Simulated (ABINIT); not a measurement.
# Quasiparticle gap of SiC (F-43m) in ABINIT, part 2 of 3

Aim: the G0W0 gap of SiC (F-43m) on PBE, step by step.

ABINIT 10.8.3; PBE and many-body steps on it, plane waves. Known limits of the many-body steps: short of the basis limit.

So far. Step 2 (Ground state): The gap is indirect, with the least direct gap 3.19 eV higher.

## 3. Bands along the symmetry lines

Level of this step: DFT, PBE, plane waves, norm-conserving pseudopotentials (ABINIT).

The cheap functional maps the bands first; the places of the edges decide which points the dearer methods must see.

The input, run.abi:

```
acell 3*1.0 Angstrom
rprim 
  -0.000000000000 2.179000000000 2.179000000000
  2.179000000000 -0.000000000000 2.179000000000
  2.179000000000 2.179000000000 -0.000000000000
ntypat 2
znucl 14 6
natom 2
typat 1 2
xred 
  0.000000000000 0.000000000000 0.000000000000
  0.250000000000 0.250000000000 0.250000000000
pp_dirpath "pseudos"
pseudos "Si.upf, C.upf"
ecut 37
iscf -2
irdden 1
kptopt 0
nkpt 50
kpt 
  0.00000000 0.00000000 0.00000000
  -0.06250000 -0.06250000 0.00000000
  -0.12500000 -0.12500000 0.00000000
  -0.18750000 -0.18750000 0.00000000
  -0.25000000 -0.25000000 0.00000000
  -0.31250000 -0.31250000 0.00000000
  -0.37500000 -0.37500000 0.00000000
  -0.43750000 -0.43750000 0.00000000
  -0.50000000 -0.50000000 0.00000000
  -0.48437500 -0.48437500 0.03125000
  -0.46875000 -0.46875000 0.06250000
  -0.45312500 -0.45312500 0.09375000
  -0.43750000 -0.43750000 0.12500000
  -0.42187500 -0.42187500 0.15625000
  -0.40625000 -0.40625000 0.18750000
  -0.39062500 -0.39062500 0.21875000
  -0.37500000 -0.37500000 0.25000000
  -0.37500000 0.00000000 0.37500000
  -0.32812500 0.00000000 0.32812500
  -0.28125000 0.00000000 0.28125000
  -0.23437500 0.00000000 0.23437500
  -0.18750000 0.00000000 0.18750000
  -0.14062500 0.00000000 0.14062500
  -0.09375000 0.00000000 0.09375000
  -0.04687500 0.00000000 0.04687500
  0.00000000 0.00000000 0.00000000
  0.00000000 0.00000000 0.06250000
  0.00000000 0.00000000 0.12500000
  0.00000000 0.00000000 0.18750000
  0.00000000 0.00000000 0.25000000
  0.00000000 0.00000000 0.31250000
  0.00000000 0.00000000 0.37500000
  0.00000000 0.00000000 0.43750000
  0.00000000 0.00000000 0.50000000
  -0.06250000 -0.03125000 0.46875000
  -0.12500000 -0.06250000 0.43750000
  -0.18750000 -0.09375000 0.40625000
  -0.25000000 -0.12500000 0.37500000
  -0.31250000 -0.15625000 0.34375000
  -0.37500000 -0.18750000 0.31250000
  -0.43750000 -0.21875000 0.28125000
  -0.50000000 -0.25000000 0.25000000
  -0.50000000 -0.28125000 0.21875000
  -0.50000000 -0.31250000 0.18750000
  -0.50000000 -0.34375000 0.15625000
  -0.50000000 -0.37500000 0.12500000
  -0.50000000 -0.40625000 0.09375000
  -0.50000000 -0.43750000 0.06250000
  -0.50000000 -0.46875000 0.03125000
  -0.50000000 -0.50000000 0.00000000
istwfk *1
nband 11
nbdbuf 2
tolwfr 1e-08
nstep 40
prtwf 0
prtvol 0
indata_prefix "in"
outdata_prefix "out"
tmpdata_prefix "tmp"
```

The run is started by

```sh
> OMP_NUM_THREADS=1 mpirun -n 4 abinit run.abi > log
```

What it wrote:

```text
.Version 10.8.3 of ABINIT. v10.8.2 released Aug 2026.

 Symmetries : space group F-4 3 m (#216); Bravais cF (face-center cubic)
[... echo of the input left out ...]
== DATASET  1 ==================================================================
-   mpi_nproc: 4, omp_nthreads: 1 (-1 if OMP is not activated)

--- !DatasetInfo
iteration_state: {dtset: 1, }
dimensions: {natom: 2, nkpt: 50, mband: 11, nsppol: 1, nspinor: 1, nspden: 1, mpw: 1524, }
cutoff_energies: {ecut:  37.0, pawecutdg:  -1.0, }
electrons: {nelect:   8.00000000E+00, charge:   0.00000000E+00, occopt:   1.00000000E+00, tsmear:   1.00000000E-02, }

 Real(R)+Recip(G) space primitive vectors, cartesian coordinates (Bohr,Bohr^-1):
 R(1)=  0.0000000  4.1177132  4.1177132  G(1)= -0.1214266  0.1214266  0.1214266
 R(2)=  4.1177132  0.0000000  4.1177132  G(2)=  0.1214266 -0.1214266  0.1214266
 R(3)=  4.1177132  4.1177132  0.0000000  G(3)=  0.1214266  0.1214266 -0.1214266
 Unit cell volume ucvol=  1.3963629E+02 bohr^3
 Angles (23,13,12)=  6.00000000E+01  6.00000000E+01  6.00000000E+01 degrees

 getcut: wavevector=  0.0000  0.0000  0.0000  ngfft=  32  32  32
         ecut(hartree)=     37.000   => boxcut(ratio)=   2.00684

--- Pseudopotential description ------------------------------------------------
- Si Generated using ONCVPSP code by D. R. Hamann
- 14.00000   4.00000  171031                  znucl, zion, pspdat
12 -101130 2 -1 1510                          pspcod,pspxc,lmax,lloc,mmax
     nproj     2     2     2
  pspatm : epsatm=    9.34321561
         --- l  ekb(1:nproj) -->
             0    5.168965    0.829883
             1    2.571282    0.578307
             2   -2.427311   -0.488097
 pspatm: atomic psp has been read  and splines computed

- C Generated using ONCVPSP code by D. R. Hamann
-  6.00000   4.00000  171031                  znucl, zion, pspdat
12 -101130 1 -1 1248                          pspcod,pspxc,lmax,lloc,mmax
     nproj     2     2     0
  pspatm : epsatm=    4.31346680
         --- l  ekb(1:nproj) -->
[...]
pspatm: atomic psp has been read  and splines computed

--------------------------------------------------------------------------------

================================================================================
 prteigrs : about to open file out_EIG
 Non-SCF case, kpt    1 (  0.00000  0.00000  0.00000), residuals and eigenvalues=
  7.31E-09  4.96E-09  5.11E-09  9.57E-09  4.44E-09  2.28E-09  5.11E-09  7.08E-09
[...]
-3.1511E-01  2.5118E-01  2.5118E-01  2.5118E-01  4.7989E-01  5.1987E-01
  5.1987E-01  5.1987E-01  7.8510E-01  7.8510E-01  8.5604E-01
 Non-SCF case, kpt    2 ( -0.06250 -0.06250  0.00000), residuals and eigenvalues=
  9.46E-10  3.51E-09  2.94E-09  7.57E-09  2.73E-09  5.13E-09  2.12E-09  7.33E-09
[...]
-3.1136E-01  2.3949E-01  2.4389E-01  2.4389E-01  4.8954E-01  5.1068E-01
[...]
Non-SCF case, kpt    3 ( -0.12500 -0.12500  0.00000), residuals and eigenvalues=
  1.01E-09  2.75E-09  3.28E-09  3.77E-09  2.35E-09  4.84E-09  1.51E-09  8.94E-09
[...]
-3.0018E-01  2.1014E-01  2.2553E-01  2.2553E-01  4.7852E-01  5.1628E-01
  5.5867E-01  5.5867E-01  6.7428E-01  8.0189E-01  9.1296E-01
[...]
Non-SCF case, kpt   49 ( -0.50000 -0.46875  0.03125), residuals and eigenvalues=
[...]
-1.3046E-01 -3.4798E-02  1.3098E-01  1.3132E-01  3.0612E-01  4.1484E-01
  7.5986E-01  7.6594E-01  7.9086E-01  9.7615E-01  1.0605E+00
 Non-SCF case, kpt   50 ( -0.50000 -0.50000  0.00000), residuals and eigenvalues=
[...]
-1.3075E-01 -3.5551E-02  1.3389E-01  1.3389E-01  3.0121E-01  4.1043E-01
  7.6569E-01  7.6569E-01  7.9395E-01  9.8755E-01  1.0706E+00

--- !ResultsGS
iteration_state: {dtset: 1, }
comment   : Summary of ground state results
lattice_vectors:
- [ -0.0000000,   4.1177132,   4.1177132, ]
- [  4.1177132,  -0.0000000,   4.1177132, ]
- [  4.1177132,   4.1177132,  -0.0000000, ]
lattice_lengths: [   5.82333,    5.82333,    5.82333, ]
lattice_angles: [ 60.000,  60.000,  60.000, ] # degrees, (23, 13, 12)
lattice_volume:   1.3963629E+02
convergence: {deltae:  0.000E+00, res2:  0.000E+00, residm:  9.981E-09, diffor:  0.000E+00, }
etotal    :  -1.02697872E+01
entropy   :   0.00000000E+00
fermie    :   2.51183540E-01
cartesian_stress_tensor: null
pressure_GPa: null
xred      :
- [  0.0000E+00,   0.0000E+00,   0.0000E+00, Si]
- [  2.5000E-01,   2.5000E-01,   2.5000E-01,  C]
cartesian_forces: null
force_length_stats: {min: null, max: null, mean: null, }

 Integrated electronic density in atomic spheres:
 ------------------------------------------------
 Atom  Sphere_radius  Integrated_density
[...]
================================================================================

 ----iterations are completed or convergence reached----

 Mean square residual over all n,k,spin=   47.481E-10; max=  99.808E-10
 reduced coordinates (array xred) for    2 atoms
[...]
cartesian coordinates (angstrom) at end:
    1      0.000000     0.000000     0.000000
    2      1.089500     1.089500     1.089500
 length scales=  1.889726  1.889726  1.889726 bohr
              =  1.000000  1.000000  1.000000 angstroms
 prteigrs : about to open file out_EIG
 Eigenvalues (hartree) for nkpt=  50  k points:
 kpt#   1, nband= 11, wtk=  1.00000, kpt=  0.0000  0.0000  0.0000 (reduced coord)
[...]
kpt#   2, nband= 11, wtk=  1.00000, kpt= -0.0625 -0.0625  0.0000 (reduced coord)
[...]
kpt#   3, nband= 11, wtk=  1.00000, kpt= -0.1250 -0.1250  0.0000 (reduced coord)
[...]
kpt#  49, nband= 11, wtk=  1.00000, kpt= -0.5000 -0.4687  0.0313 (reduced coord)
  -0.13046   -0.03480    0.13098    0.13132    0.30612    0.41484    0.75986    0.76594
   0.79086    0.97615    1.06049
 kpt#  50, nband= 11, wtk=  1.00000, kpt= -0.5000 -0.5000  0.0000 (reduced coord)
  -0.13075   -0.03555    0.13389    0.13389    0.30121    0.41043    0.76569    0.76569
   0.79395    0.98755    1.07056

== END DATASET(S) ==============================================================
================================================================================

 -outvars: echo values of variables after computation  --------
            nband          11
             nkpt          50
          spgroup         216
 [... the other variables as echoed above ...]

 Calculation completed.
```

It took 3.7 s on 4 MPI ranks of Arm Neoverse V1, shared host; peak memory 0.27 GiB.

Numbers from this step:

```yaml
gap: 1.361 eV
k_of_the_valence_top: 0, 0, 0
k_of_the_conduction_bottom: -0.5, -0.5, 0
least_direct_gap: 4.553 eV
```

The gap is 1.361 eV, as in the run before at this level.

Electronic bands along the path, in eV, zero at the top of the highest filled band; v1 is the highest filled band, c1 the lowest empty one:

```tsv
point	v4	v3	v2	v1	c1	c2	c3	c4
Γ	-15.41	0.00	0.00	0.00	6.22	7.31	7.31	7.31
halfway	-13.81	-3.35	-1.94	-1.94	4.06	6.35	10.58	10.58
X	-10.39	-7.80	-3.19	-3.19	1.36	4.33	14.00	14.00
halfway	-10.34	-7.64	-4.23	-3.04	2.10	5.31	13.33	13.54
U	-10.39	-7.28	-5.55	-2.60	3.11	7.78	11.84	12.45
jump to K	-10.39	-7.28	-5.55	-2.60	3.11	7.78	11.84	12.45
halfway	-13.64	-4.48	-2.93	-0.54	6.77	7.84	8.25	9.05
Γ	-15.41	0.00	0.00	0.00	6.22	7.31	7.31	7.31
halfway	-14.21	-4.30	-0.61	-0.61	5.99	7.91	7.91	9.35
L	-11.84	-8.54	-1.05	-1.05	5.43	7.23	7.23	10.05
halfway	-11.20	-7.83	-3.71	-2.26	5.25	7.28	10.15	11.00
W	-10.16	-7.03	-4.99	-4.69	5.21	9.44	9.45	9.79
halfway	-10.28	-7.49	-4.07	-4.05	3.06	6.02	11.94	13.32
X	-10.39	-7.80	-3.19	-3.19	1.36	4.33	14.00	14.00
```

The electronic bands as a text plot (rows in eV, shown from -8.0 to 7.4 only):

```
    7.0 |+++++           +      ++++++++        +++++++
    6.4 |++++ ++                     +++++++
    5.8 |       ++      +     ++            +++++ ++++       +
    5.1 |    +    +    +    ++                   +    ++++++  +
    4.5 |          ++++                                     +  ++
    3.8 |     ++           +
    3.2 |       ++        +                                  +
    2.6 |               ++                                    +
    1.9 |         +   ++                                       +
    1.3 |          +++                                          +
    0.6 |
    0.0 |**                      **********
   -0.6 |  **                   *  ***  *  *****
   -1.3 |  ***              ****         **     *****
   -1.9 |    ***           *     ****               **
   -2.6 |       ***      **                *         **
   -3.2 |     **   ******       ***                    *       **
   -3.8 |                     **                      * *    **
   -4.5 |       **     **       *           *          * ****
   -5.1 |                *  **                          ****
   -5.8 |         *       **  **             **
   -6.4 |                   **
   -7.0 |          **     **                   *        *****
   -7.7 |            *****                            **     ****
         Γ           X  U|K            Γ         L        W     X
```

## 4. Empty states on the mesh, 6×6×6 mesh, 33 bands

The sums over transitions need many empty states on a uniform mesh; this step solves for them.

The input, run.abi:

```
acell 3*1.0 Angstrom
rprim 
  -0.000000000000 2.179000000000 2.179000000000
  2.179000000000 -0.000000000000 2.179000000000
  2.179000000000 2.179000000000 -0.000000000000
ntypat 2
znucl 14 6
natom 2
typat 1 2
xred 
  0.000000000000 0.000000000000 0.000000000000
  0.250000000000 0.250000000000 0.250000000000
pp_dirpath "pseudos"
pseudos "Si.upf, C.upf"
ecut 37
ngkpt 6 6 6
nshiftk 1
shiftk 0 0 0
kptopt 1
chksymbreak 0
iscf -2
irdden 1
istwfk *1
nband 33
nbdbuf 4
tolwfr 1e-09
nstep 60
prtvol 0
indata_prefix "in"
outdata_prefix "out"
tmpdata_prefix "tmp"
```

What it wrote:

```text
.Version 10.8.3 of ABINIT. v10.8.2 released Aug 2026.

 Symmetries : space group F-4 3 m (#216); Bravais cF (face-center cubic)
[... echo of the input left out ...]
== DATASET  1 ==================================================================
-   mpi_nproc: 4, omp_nthreads: 1 (-1 if OMP is not activated)

--- !DatasetInfo
iteration_state: {dtset: 1, }
dimensions: {natom: 2, nkpt: 16, mband: 33, nsppol: 1, nspinor: 1, nspden: 1, mpw: 1524, }
cutoff_energies: {ecut:  37.0, pawecutdg:  -1.0, }
electrons: {nelect:   8.00000000E+00, charge:   0.00000000E+00, occopt:   1.00000000E+00, tsmear:   1.00000000E-02, }

 Real(R)+Recip(G) space primitive vectors, cartesian coordinates (Bohr,Bohr^-1):
 R(1)=  0.0000000  4.1177132  4.1177132  G(1)= -0.1214266  0.1214266  0.1214266
 R(2)=  4.1177132  0.0000000  4.1177132  G(2)=  0.1214266 -0.1214266  0.1214266
 R(3)=  4.1177132  4.1177132  0.0000000  G(3)=  0.1214266  0.1214266 -0.1214266
 Unit cell volume ucvol=  1.3963629E+02 bohr^3
 Angles (23,13,12)=  6.00000000E+01  6.00000000E+01  6.00000000E+01 degrees

 getcut: wavevector=  0.0000  0.0000  0.0000  ngfft=  32  32  32
         ecut(hartree)=     37.000   => boxcut(ratio)=   2.00684

--- Pseudopotential description ------------------------------------------------
- Si Generated using ONCVPSP code by D. R. Hamann
- 14.00000   4.00000  171031                  znucl, zion, pspdat
12 -101130 2 -1 1510                          pspcod,pspxc,lmax,lloc,mmax
     nproj     2     2     2
  pspatm : epsatm=    9.34321561
         --- l  ekb(1:nproj) -->
             0    5.168965    0.829883
             1    2.571282    0.578307
             2   -2.427311   -0.488097
 pspatm: atomic psp has been read  and splines computed

- C Generated using ONCVPSP code by D. R. Hamann
-  6.00000   4.00000  171031                  znucl, zion, pspdat
12 -101130 1 -1 1248                          pspcod,pspxc,lmax,lloc,mmax
     nproj     2     2     0
  pspatm : epsatm=    4.31346680
         --- l  ekb(1:nproj) -->
[...]
pspatm: atomic psp has been read  and splines computed

--------------------------------------------------------------------------------

================================================================================
 prteigrs : about to open file out_EIG
 Non-SCF case, kpt    1 (  0.00000  0.00000  0.00000), residuals and eigenvalues=
  2.84E-11  9.01E-11  2.49E-10  2.50E-10  9.14E-11  7.27E-11  1.68E-10  7.05E-10
  7.50E-11  2.20E-10  1.04E-10  3.28E-11  1.18E-10  2.32E-10  2.73E-10  1.02E-10
  1.80E-10  6.08E-10  1.73E-10  4.13E-10  8.87E-10  2.68E-10  5.90E-10  2.97E-10
[...]
8.00E-10
 -3.1511E-01  2.5118E-01  2.5118E-01  2.5118E-01  4.7989E-01  5.1987E-01
  5.1987E-01  5.1987E-01  7.8510E-01  7.8510E-01  8.5604E-01  8.8634E-01
  8.8634E-01  8.8634E-01  1.1155E+00  1.4861E+00  1.4861E+00  1.4861E+00
  1.7795E+00  1.7795E+00  1.7795E+00  1.8267E+00  1.8267E+00  2.0075E+00
  2.0075E+00  2.0075E+00  2.4389E+00  2.4607E+00  2.4607E+00  2.4607E+00
[...]
prteigrs : prtvol=0 or 1, do not print more k-points.

--- !ResultsGS
iteration_state: {dtset: 1, }
comment   : Summary of ground state results
lattice_vectors:
- [ -0.0000000,   4.1177132,   4.1177132, ]
- [  4.1177132,  -0.0000000,   4.1177132, ]
- [  4.1177132,   4.1177132,  -0.0000000, ]
lattice_lengths: [   5.82333,    5.82333,    5.82333, ]
lattice_angles: [ 60.000,  60.000,  60.000, ] # degrees, (23, 13, 12)
lattice_volume:   1.3963629E+02
convergence: {deltae:  0.000E+00, res2:  0.000E+00, residm:  9.948E-10, diffor:  0.000E+00, }
etotal    :  -1.02697872E+01
entropy   :   0.00000000E+00
fermie    :   2.51183540E-01
cartesian_stress_tensor: null
pressure_GPa: null
xred      :
- [  0.0000E+00,   0.0000E+00,   0.0000E+00, Si]
- [  2.5000E-01,   2.5000E-01,   2.5000E-01,  C]
cartesian_forces: null
force_length_stats: {min: null, max: null, mean: null, }

 Integrated electronic density in atomic spheres:
 ------------------------------------------------
 Atom  Sphere_radius  Integrated_density
[...]
================================================================================

 ----iterations are completed or convergence reached----

 Mean square residual over all n,k,spin=   40.007E-11; max=  99.481E-11
 reduced coordinates (array xred) for    2 atoms
       0.000000      0.000000      0.000000
       0.250000      0.250000      0.250000

 cartesian coordinates (angstrom) at end:
    1      0.000000     0.000000     0.000000
    2      1.089500     1.089500     1.089500
 length scales=  1.889726  1.889726  1.889726 bohr
              =  1.000000  1.000000  1.000000 angstroms
 prteigrs : about to open file out_EIG
 Eigenvalues (hartree) for nkpt=  16  k points:
 kpt#   1, nband= 33, wtk=  0.00463, kpt=  0.0000  0.0000  0.0000 (reduced coord)
[...]
1.48606    1.48606    1.77947    1.77947    1.77947    1.82670    1.82670    2.00745
   2.00745    2.00745    2.43891    2.46073    2.46073    2.46073    2.53425    2.53429
   2.57367
 prteigrs : prtvol=0 or 1, do not print more k-points.

== END DATASET(S) ==============================================================
================================================================================

 -outvars: echo values of variables after computation  --------
            nband          33
             nkpt          16
          spgroup         216
 [... the other variables as echoed above ...]

 Calculation completed.
```

Elapsed: 4.2 s, on 4 MPI ranks; peak memory 0.27 GiB; 16 s of CPU time.

Read from the output:

- gap: 1.361 eV
- k of the valence top: 0, 0, 0
- k of the conduction bottom: 0.5, 0.5, 0
- least direct gap: 4.553 eV
- k points computed: 16
- lowest point of the top converged band, above the valence top: 50.7492 eV

On this mesh the gap is 1.361 eV.

## 5. Screening, 6×6×6 mesh, 29 bands, screening to 130.6 eV

The RPA dielectric matrix is built and inverted for each q.

This step: RPA screening on PBE, plane waves, norm-conserving pseudopotentials.

Edit run.abi of step 4 so:

```diff
@@ -20,10 +20,11 @@
 chksymbreak 0
-iscf -2
-irdden 1
 istwfk *1
-nband 33
-nbdbuf 4
-tolwfr 1e-09
-nstep 60
-prtvol 0
+occopt 1
+irdwfk 1
+optdriver 3
+nband 29
+ecuteps 4.8
+inclvkb 2
+awtr 1
+symchi 1
 indata_prefix "in"
```

What it wrote:

```text
.Version 10.8.3 of ABINIT. v10.8.2 released Aug 2026.

 Symmetries : space group F-4 3 m (#216); Bravais cF (face-center cubic)
[... echo of the input left out ...]
== DATASET  1 ==================================================================
-   mpi_nproc: 4, omp_nthreads: 1 (-1 if OMP is not activated)

--- !DatasetInfo
iteration_state: {dtset: 1, }
dimensions: {natom: 2, nkpt: 16, mband: 29, nsppol: 1, nspinor: 1, nspden: 1, mpw: 1524, }
cutoff_energies: {ecut:  37.0, pawecutdg:  -1.0, }
electrons: {nelect:   8.00000000E+00, charge:   0.00000000E+00, occopt:   1.00000000E+00, tsmear:   1.00000000E-02, }

 SCREENING: Calculation of the susceptibility and dielectric matrices

 Based on a program developped by R.W. Godby, V. Olevano, G. Onida, and L. Reining.
 Incorporated in ABINIT by V. Olevano, G.-M. Rignanese, and M. Torrent.
.Using double precision arithmetic ; gwpc =  8

[... cell and pseudopotentials left out ...]
--------------------------------------------------------------------------------

 ==== K-mesh for the wavefunctions ====
 Number of points in the irreducible wedge :    16
[... list of points left out ...]
 Together with 24 symmetry operations and time-reversal symmetry
 yields   216 points in the full Brillouin Zone.

 ==== Q-mesh for the screening function ====
 Number of points in the irreducible wedge :    16
[... list of points left out ...]
 Together with 24 symmetry operations and time-reversal symmetry
 yields   216 points in the full Brillouin Zone.

 setmesh: FFT mesh size selected  =    24x   24x   24
          total number of points  =        13824

 vcoul_init : cutoff-mode = AUXILIARY_FUNCTION
 q-points for optical limit:   1
     1)      0.000010    0.000020    0.000030

- screening: taking advantage of time-reversal symmetry
- Maximum band index for partially occupied states nbvw = 4
- Remaining bands to be divided among processors   nbcw = 25
- Number of bands treated by each node ~6

 Number of electrons calculated from density =    8.0000; Expected =    8.0000
 average of density, n =  0.057292
 r_s =    1.6092
 omega_plasma =   23.0888 [eV]

 calculating chi0 at frequencies [eV] :
  1    0.000000E+00    0.000000E+00
  2    0.000000E+00    2.308880E+01

--------------------------------------------------------------------------------
  q-point number  1        q = ( 0.000000, 0.000000, 0.000000) [r.l.u.]
--------------------------------------------------------------------------------
[... chi0 elements left out ...]
 For q-point:  0.000010 0.000020 0.000030
  dielectric constant =   7.0845
  dielectric constant without local fields =   7.7386

  Average fulfillment of the sum rule on Im[epsilon] for q-point    1 :     60.59  [%]
[... wings left out ...]
  q-point number  2        q = ( 0.166667, 0.000000, 0.000000) [r.l.u.]
--------------------------------------------------------------------------------
[... chi0 elements left out ...]
  Average fulfillment of the sum rule on Im[epsilon] for q-point    2 :     86.33  [%]

 [... 14 further q-points ...]
```

Run time: 11 s. Hardware: 4 MPI ranks; peak memory 0.48 GiB.

This step gave:

* ε∞ with local fields, on this mesh: 7.085
* ε∞ without local fields, on this mesh: 7.739
* plasma frequency: 23.09 eV
* plane waves in the screening matrix: 65

Local fields lower ε∞ by 8 %.

(Continued in part 3 of 3.)

[Long decimals in the printed logs are rounded to 6 places.]

[Logs are printed without paths, hosts, clocks, repeated set-up lines and the standing remarks that a program may print on its own settings, such as how far it seeks lower states.]

[Paths, hosts, dates, memory and timing lines, banners, echoed tables and standing remarks are left out of the program output; an Ansatz launch command may be rebuilt from the run's recorded settings. Measured values are a selection of at most five: reports struck by readers or far from the other reports are left out. None is set beside runs whose start may be inverted or whose files or cutoffs have a known fault.]

[Runs of the session that timed out or met a known fault of the program may be left out.]

[Hosts, paths, dates, database ids (printed as entryN), source tags and the programs' standing remarks are cut or masked in the printed files.]

[G0W0 gaps are taken among the corrected bands and points alone; a level outside them can change the order at an edge.]

[Where Ansatz stands beside ABINIT at settings called matched, ABINIT's density can come from a denser mesh and the files from another edition; pairs whose starting gaps differed by over 0.03 eV were left out, so agreement reads better than it is.]
